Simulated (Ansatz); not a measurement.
# TiC (Fm-3m): the Drude term of Re ε in the infrared

Re ε of TiC (Fm-3m) at low photon energies is read from one computed spectrum; the carriers' damping was typed as γ = 0.03 eV.

Cell: a, b, c = 3.054, 3.054, 3.054 Å (primitive vectors), 2 atoms.

Method: Ansatz 0.2.0, PBE, independent particles, k-mesh 14×14×14 with interpolation inside its cells, Gaussian parameter 0.1 eV.

Launch of the response step: `ansatz run input.yaml --threads 4 --pin off --max-ram 8192MiB --backend cpu --events-out ev --progress --plain --runs-dir out`. The run took 8 s, on 4 threads of Intel(R) Xeon(R) Platinum 8375C CPU @ 2.90GHz (Ice Lake), on a shared host.

| photon energy E (eV) | wavelength (µm) | Re ε |
| --- | --- | --- |
| 0.25 | 4.96 | -149.8 |
| 0.30 | 4.13 | -96.6 |
| 0.35 | 3.54 | -65.4 |
| 0.40 | 3.10 | -44.7 |
| 0.50 | 2.48 | ? |
| 0.60 | 2.07 | -8.3 |
| 0.70 | 1.77 | -3.2 |

A Drude term over a constant background gives Re ε = ε_b − ωp²/(E² + γ²), linear in 1/(E² + γ²).

Working, on the rows shown:

| x = 1/(E² + γ²) (eV⁻²) | y = Re ε |
| --- | --- |
| 15.7729 | -149.8 |
| 11.0011 | -96.6 |
| 8.10373 | -65.4 |
| 6.21504 | -44.7 |
| 2.77085 | -8.3 |
| 2.03707 | -3.2 |

Means: x̄ = 7.6501, ȳ = -61.333. Σ(x − x̄)(y − ȳ) = -1448, Σ(x − x̄)² = 134.8. Slope = -1448 / 134.8 = -10.74; intercept = ȳ − slope · x̄ = 20.826. The line misses the rows shown by at most 2.1.

Q: Predict the last column of the withheld row from the fit.

A: At x = 3.9857 the line gives y = -21.979. The run gave -20.0, so the interpolation is off by 2, 1.3 % of the range in the table.

Refitted with all rows, the slope is -10.78 and the intercept 21.411. These give ωp = √(−slope) = 3.28 eV, against 3.63 eV from the program's Fermi-surface sum, and an intercept of 21.4. Taking the program's Drude term off the rows leaves 59 at the lowest energy and 24 at the highest, so the background isn't constant: interband transitions lie in or near the window, and neither fitted number can be trusted. The cell comes from an older database entry, whose edges can be off by a per cent or so. The values come from a sum over the points of one k-mesh and carry its error, which is largest for Fermi-surface quantities.
